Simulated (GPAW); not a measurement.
Consider NaHF2 (R-3m).

```xyz
4
Lattice="1.7370 1.0029 4.5833 -1.7370 1.0029 4.5833 0.0000 -2.0057 4.5833" Properties=species:S:1:pos:R:3 pbc="T T T"
Na    0.0000    0.0000    0.0000
F     0.0000    0.0000    8.0080
F     0.0000    0.0000    5.7420
H     0.0000    0.0000    6.8750
```

Absorber: atom 2, with 1 H at 1.13 Å and 3 Na at 2.32 Å (distorted tetrahedral, site symmetry 3m). Method: GPAW, LDA, full core hole (charged cell), 16-atom cell with 6.1 Å between holes, 4×4×4 k points, dipole transitions, Gaussian full width 0.9 eV up to 4 eV, rising linearly to 3.5 eV at 25 eV.

Question: Predict the near-edge structure at the F K edge.

Main maxima up to 24 eV above the zero (height): 4.5 eV (2.27), 6.9 eV (2.59), 12.4 eV (1.05) and 17.3 eV (0.95). A K edge sees empty p states on the absorber. The total-energy difference plus the lowest empty eigenvalue puts the zero at 690.91 eV. One term is added: -9.89 eV, since the hole is spin-paired here and a spin-polarised one costs that much less in the free atom (computed apart). The photon energy is then 681.02 eV. The functional and the charged cell's background leave an error in such absolute values: in the free atom LDA prices this hole 4.7 eV below PBE (computed apart), and PBE is itself good to a few eV.

The F K spectrum (energy from the lowest empty level; intensity scaled to a mean of 1 over the first 20 eV; polarised curves are means over the symmetry-equivalent atoms):

```
E (eV)  isotropic  ε ⊥ c  ε ∥ c
  -2.0       0.00   0.00   0.00
  -1.4       0.00   0.00   0.00
  -0.8       0.00   0.00   0.00
  -0.2       0.01   0.00   0.02
   0.4       0.05   0.02   0.12
   1.0       0.16   0.05   0.38
   1.6       0.26   0.09   0.61
   2.2       0.42   0.40   0.47
   2.8       0.95   0.97   0.91
   3.4       1.54   1.45   1.71
   4.0       1.98   1.87   2.21
   4.6       2.24   1.75   3.23
   5.2       1.52   1.28   2.01
   5.8       1.34   1.09   1.85
   6.4       2.13   1.04   4.32
   7.0       2.58   1.10   5.52
   7.6       2.03   1.00   4.10
   8.2       1.36   0.84   2.41
   8.8       0.84   0.66   1.18
   9.4       0.54   0.50   0.63
  10.0       0.52   0.52   0.53
  10.6       0.63   0.68   0.54
  11.2       0.78   0.90   0.53
  11.8       0.96   1.18   0.51
  12.4       1.05   1.33   0.51
  13.0       0.92   1.14   0.49
  13.6       0.69   0.80   0.46
  14.2       0.55   0.60   0.45
  14.8       0.55   0.62   0.43
  15.4       0.65   0.77   0.40
  16.0       0.78   0.99   0.37
  16.6       0.90   1.16   0.37
  17.2       0.95   1.22   0.41
  17.8       0.92   1.15   0.46
  18.4       0.85   1.02   0.49
  19.0       0.76   0.90   0.50
  19.6       0.69   0.79   0.48
  20.2       0.64   0.73   0.47
  20.8       0.62   0.70   0.46
  21.4       0.62   0.70   0.47
  22.0       0.62   0.69   0.47
  22.6       0.61   0.68   0.47
  23.2       0.61   0.67   0.49
  23.8       0.62   0.68   0.52
  24.4       0.66   0.71   0.56
  25.0       0.71   0.76   0.61
  25.6       0.76   0.81   0.66
  26.2       0.80   0.85   0.70
  26.8       0.83   0.88   0.74
  27.4       0.84   0.87   0.77
  28.0       0.83   0.84   0.80
  28.6       0.81   0.79   0.84
  29.2       0.78   0.74   0.86
  29.8       0.74   0.68   0.86
  30.4       0.70   0.64   0.83
  31.0       0.66   0.60   0.76
  31.6       0.61   0.57   0.68
```

The holes are only 6.1 Å apart, so the shape is probably not converged with cell size; no larger cell was run here. The mesh is coarse (0.28 Å⁻¹ between points), so small maxima may be mesh ripples. Lifetime broadening is put in by hand, and intensities beyond about 20 eV depend on it and on the partial waves; weight that the partial waves miss at high energy is lost. The structure is a published determination, not relaxed.

[Banner, clock and machine lines of the logs are left out without a mark of their own.]

[Logs are printed without paths, hosts, clocks, repeated set-up lines and the standing remarks that a program may print on its own settings, such as how far it seeks lower states.]

[Hosts, paths, dates, database ids (printed as entryN), source tags and the programs' standing remarks are cut or masked in the printed files.]

[Lists of maxima count a maximum above −3 eV only where it reaches 4 % of the highest in the window and stands out from its surroundings by 2 % of it (1.5 % where it reaches 55 %); shoulders and weaker maxima are passed over, and of the rest the first, up to two pre-edge ones and the few strongest are named.]
